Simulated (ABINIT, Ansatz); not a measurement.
## How the form of the self-energy moves the gap of NaF (Villiaumite)

How much does the gap of NaF (Villiaumite) depend on the approximation to the self-energy?

Main program and level: ABINIT 10.8.3; PBE and many-body steps on it, plane waves.

Report form: the programs' logs are mostly left out.

The database entry behind the starting cell differs from later determinations by our own check (0.1 to 0.3 % short, probably kX units), so it need not match the best structure at ambient conditions.

### 1. Set-up

Symmetry: Fm-3m, No. 225, cubic system. Conventional cell: a = 4.620 Å, b = 4.620 Å, c = 4.620 Å, α = 90.00°, β = 90.00°, γ = 90.00°. Nearest to Na lie 6 F at 2.31 Å. Nearest to F lie 6 Na at 2.31 Å. Farther neighbours and most contacts between anions are not listed.

The cell and positions come from the Crystallography Open Database and are kept as given unless a step says otherwise.

### 2. Empty states on the mesh, 6×6×6 mesh, 463 bands

This step: ABINIT 10.8.3; DFT, PBE, plane waves, norm-conserving pseudopotentials.

The sums over transitions need many empty states on a uniform mesh; this step solves for them.

Contents of run.abi:

```
acell 3*1.0 Angstrom
rprim 
  0.000000000000 2.310000000000 2.310000000000
  2.310000000000 0.000000000000 2.310000000000
  2.310000000000 2.310000000000 0.000000000000
ntypat 2
znucl 11 9
natom 2
typat 1 2
xred 
  0.000000000000 0.000000000000 0.000000000000
  0.500000000000 0.500000000000 0.500000000000
pp_dirpath "pseudos"
pseudos "Na.upf, F.upf"
ecut 38
ngkpt 6 6 6
nshiftk 1
shiftk 0 0 0
kptopt 1
chksymbreak 0
irdden 1
istwfk *1
nband 463
prtvol 0
optdriver 6
gwr_task "HDIAGO"
paral_kgb 0
occopt 1
indata_prefix "in"
outdata_prefix "out"
tmpdata_prefix "tmp"
```

Launch:

```bash
OMP_NUM_THREADS=1 mpirun -n 4 abinit run.abi > log
```

It took 19 s on 4 MPI ranks of Intel Xeon Platinum 8488C (Sapphire Rapids), shared host; peak memory 1.1 GiB.

Numbers from this step:

| Quantity | Value |
| --- | --- |
| gap | 6.390 eV |
| k of the valence top | 0, 0, 0 |
| k of the conduction bottom | 0, 0, 0 |
| least direct gap | 6.390 eV |
| k points computed | 16 |
| lowest point of the top converged band, above the valence top | 391.3185 eV |

On this mesh the gap is 6.390 eV.

The density comes from a self-consistent run that is not shown.

### 3. Screening, 6×6×6 mesh, 190 bands, screening to 283 eV

The RPA dielectric matrix is built and inverted for each q.

This step: RPA screening on PBE, plane waves, norm-conserving pseudopotentials.

run.abi: that of step 2 with these lines changed.

```diff
@@ -20,10 +20,11 @@
 chksymbreak 0
-irdden 1
 istwfk *1
-nband 463
-prtvol 0
-optdriver 6
-gwr_task "HDIAGO"
-paral_kgb 0
 occopt 1
+irdwfk 1
+optdriver 3
+nband 190
+ecuteps 10.4
+inclvkb 2
+awtr 1
+symchi 1
 indata_prefix "in"
```

Elapsed: 2.5 min, on 4 MPI ranks; peak memory 1.4 GiB.

Numbers from this step:

```
ε∞ with local fields, on this mesh, along the program's q direction : 1.799
the same without local fields                                       : 1.901
plasma frequency                                                    : 29.91 eV
plane waves in the screening matrix                                 : 283
```

Local fields lower ε∞ by 5 %.

### 4. G0W0, Godby-Needs plasmon pole

The self-energy is evaluated for the states that the input lists, and the levels follow from it, in one-shot runs by the linearised quasiparticle equation.

This step: G0W0 on PBE, plane waves, norm-conserving pseudopotentials.

run.abi: that of step 3 with these lines changed.

```diff
@@ -23,8 +23,15 @@
 irdwfk 1
-optdriver 3
+optdriver 4
 nband 190
+gwcalctyp 0
+ecutsigx 38
+symsigma 1
+nkptgw 1
+kptgw 
+  0.0000000000 0.0000000000 0.0000000000
+bdgw 
+  6 12
 ecuteps 10.4
-inclvkb 2
-awtr 1
-symchi 1
+irdscr 1
+ppmodel 1
 indata_prefix "in"
```

It took 18 s on 4 MPI ranks; peak memory 1.5 GiB; 73 s of CPU time.

This step gave:

```
G0W0 gap on the points computed              : 10.64 eV
starting gap on the mesh                     : 6.390 eV
k of the valence top                         : 0, 0, 0
k of the conduction bottom                   : 0, 0, 0
Z at the valence top                         : 0.823
Z at the conduction bottom                   : 0.904
least direct G0W0 gap on the computed points : 10.64 eV
```

The gap on the mesh goes from 6.39 eV to 10.64 eV, a correction of +4.25 eV.

### 5. G0W0, von der Linden-Horsch plasmon pole

run.abi: that of step 4 with these lines changed.

```diff
@@ -35,3 +35,3 @@
 irdscr 1
-ppmodel 1
+ppmodel 3
 indata_prefix "in"
```

Wall time 13 s (4 MPI ranks); peak memory 1.3 GiB.

This step gave:

- G0W0 gap on the points computed: 11.16 eV
- starting gap on the mesh: 6.390 eV
- k of the valence top: 0, 0, 0
- k of the conduction bottom: 0, 0, 0
- Z at the valence top: 0.906
- Z at the conduction bottom: 0.951
- least direct G0W0 gap on the computed points: 11.16 eV

Against G0W0 in ABINIT (6×6×6 mesh, 190 bands, screening to 283 eV, Godby-Needs plasmon pole), the gap moves by +0.525 eV.

### 6. G0W0, Hybertsen-Louie plasmon pole

run.abi: that of step 5 with these lines changed.

```diff
@@ -35,3 +35,3 @@
 irdscr 1
-ppmodel 3
+ppmodel 2
 indata_prefix "in"
```

It took 19 s on 4 MPI ranks; peak memory 1.4 GiB; 76 s of CPU time.

Numbers from this step:

| Item | Value |
| --- | --- |
| G0W0 gap on the points computed | 11.70 eV |
| starting gap on the mesh | 6.390 eV |
| k of the valence top | 0, 0, 0 |
| k of the conduction bottom | 0, 0, 0 |
| least direct G0W0 gap on the computed points | 11.70 eV |

Against G0W0 in ABINIT (6×6×6 mesh, 190 bands, screening to 283 eV, Godby-Needs plasmon pole), the gap moves by +1.061 eV.

### 7. One-shot Hartree-Fock

This step: one-shot Hartree-Fock on PBE, plane waves, norm-conserving pseudopotentials.

run.abi: that of step 6 with these lines changed.

```diff
@@ -24,4 +24,4 @@
 optdriver 4
-nband 190
-gwcalctyp 0
+nband 12
+gwcalctyp 5
 ecutsigx 38
@@ -33,5 +33,4 @@
   6 12
-ecuteps 10.4
-irdscr 1
-ppmodel 2
+ixc_sigma 40
+fftgw 31
 indata_prefix "in"
```

The job ended after 2.5 s (4 MPI ranks; peak memory 0.16 GiB; 8.9 s of CPU time).

Numbers from this step:

```yaml
quasiparticle_gap_on_the_points_computed: 18.26 eV
starting_gap_on_the_mesh: 6.390 eV
k_of_the_valence_top: 0, 0, 0
k_of_the_conduction_bottom: 0, 0, 0
least_direct_quasiparticle_gap_on_the_computed_points: 18.26 eV
```

Against G0W0 in ABINIT (6×6×6 mesh, 190 bands, screening to 283 eV, Godby-Needs plasmon pole), the gap moves by +7.620 eV.

### 8. Screening, 6×6×6 mesh, 190 bands, screening to 283 eV

This step: RPA screening on PBE, plane waves, norm-conserving pseudopotentials.

run.abi: that of step 7 with these lines changed.

```diff
@@ -23,14 +23,14 @@
 irdwfk 1
-optdriver 4
-nband 12
-gwcalctyp 5
-ecutsigx 38
-symsigma 1
-nkptgw 1
-kptgw 
-  0.0000000000 0.0000000000 0.0000000000
-bdgw 
-  6 12
-ixc_sigma 40
-fftgw 31
+optdriver 3
+nband 190
+ecuteps 10.4
+inclvkb 2
+awtr 1
+symchi 1
+gwcalctyp 2
+nfreqre 16
+freqremax 40 eV
+nfreqim 8
+spmeth 1
+nomegasf 120
 indata_prefix "in"
```

Wall time 8.1 min (4 MPI ranks); peak memory 1.7 GiB; 32 min of CPU time.

Numbers from this step:

- ε∞ with local fields, on this mesh, along the program's q direction: 1.807
- the same without local fields: 1.911
- plasma frequency: 29.91 eV
- plane waves in the screening matrix: 283

### 9. G0W0, contour deformation

This step: G0W0 on PBE, plane waves, norm-conserving pseudopotentials.

run.abi: that of step 8 with these lines changed.

```diff
@@ -23,14 +23,14 @@
 irdwfk 1
-optdriver 3
+optdriver 4
 nband 190
+gwcalctyp 2
+ecutsigx 38
+symsigma 1
+nkptgw 1
+kptgw 
+  0.0000000000 0.0000000000 0.0000000000
+bdgw 
+  6 12
 ecuteps 10.4
-inclvkb 2
-awtr 1
-symchi 1
-gwcalctyp 2
-nfreqre 16
-freqremax 40 eV
-nfreqim 8
-spmeth 1
-nomegasf 120
+irdscr 1
 indata_prefix "in"
```

It took 9.1 s on 4 MPI ranks; peak memory 1.6 GiB; 36 s of CPU time.

Numbers from this step:

| Item | Value |
| --- | --- |
| G0W0 gap on the points computed | 10.54 eV |
| starting gap on the mesh | 6.390 eV |
| k of the valence top | 0, 0, 0 |
| k of the conduction bottom | 0, 0, 0 |
| least direct G0W0 gap on the computed points | 10.54 eV |

Against G0W0 in ABINIT (6×6×6 mesh, 190 bands, screening to 283 eV, Godby-Needs plasmon pole), the gap moves by −0.101 eV.

### 10. The runs together

Times are wall times on 4 MPI ranks of Intel Xeon Platinum 8488C (Sapphire Rapids), shared host, good to a factor of about two. A run's time includes the screening step that it read.

| run | mesh | bands | screening cutoff (eV) | DFT gap (eV) | gap on the mesh (eV) | direct (eV) | ε∞ used | time |
| --- | --- | --- | --- | --- | --- | --- | --- | --- |
| G0W0, Godby-Needs plasmon pole | 6×6×6 | 190 | 283 | 6.390 | 10.638 | 10.638 | 1.80 | 2.8 min |
| G0W0, von der Linden-Horsch plasmon pole | 6×6×6 | 190 | 283 | 6.390 | 11.163 | 11.163 | 1.80 | 2.7 min |
| G0W0, Hybertsen-Louie plasmon pole | 6×6×6 | 190 | 283 | 6.390 | 11.699 | 11.699 | 1.80 | 2.8 min |
| one-shot Hartree-Fock | 6×6×6 | - | - | 6.390 | 18.258 | 18.258 | - | 2.5 s |
| G0W0, contour deformation | 6×6×6 | 190 | 283 | 6.390 | 10.537 | 10.537 | 1.81 | 8.2 min |

### 11. Outcome

```json
{"G0W0, Godby-Needs plasmon pole": "10.638 eV", "G0W0, von der Linden-Horsch plasmon pole": "11.163 eV", "G0W0, Hybertsen-Louie plasmon pole": "11.699 eV", "one-shot Hartree-Fock": "18.258 eV", "G0W0, contour deformation": "10.537 eV", "known limits": "not at the basis limit"}
```

**Reading.** G0W0, von der Linden-Horsch plasmon pole: +0.525 eV against G0W0, Godby-Needs plasmon pole. G0W0, Hybertsen-Louie plasmon pole: +1.061 eV against G0W0, Godby-Needs plasmon pole. One-shot Hartree-Fock: +7.620 eV against G0W0, Godby-Needs plasmon pole. G0W0, contour deformation: −0.101 eV against G0W0, Godby-Needs plasmon pole. Bare exchange alone opens the gap to 18.26 eV; against G0W0, correlation takes back 7.62 eV. Bands and cutoff are finite, so the gap is not at the basis limit. The miss can reach some tenths of an eV and take either sign; the mesh is an error of its own. In the G0W0 runs levels were corrected at 1 k point alone, so a gap called «on the mesh» is the least over those, and an edge elsewhere would be missed.

[Paths, hosts, dates, memory and timing lines, banners, echoed tables and standing remarks are left out of the program output.]

[Logs are printed without paths, hosts, clocks, repeated set-up lines and the standing remarks that a program may print on its own settings, such as how far it seeks lower states.]

[Runs of the session that timed out or met a known fault of the program may be left out.]

[Hosts, paths, dates, database ids (printed as entryN), source tags and the programs' standing remarks are cut or masked in the printed files.]

[G0W0 gaps are taken among the corrected bands and points alone; a level outside them can change the order at an edge.]

[Where Ansatz stands beside ABINIT at settings called matched, ABINIT's density can come from a denser mesh and the files from another edition; pairs whose starting gaps differed by over 0.03 eV were left out, so agreement reads better than it is.]
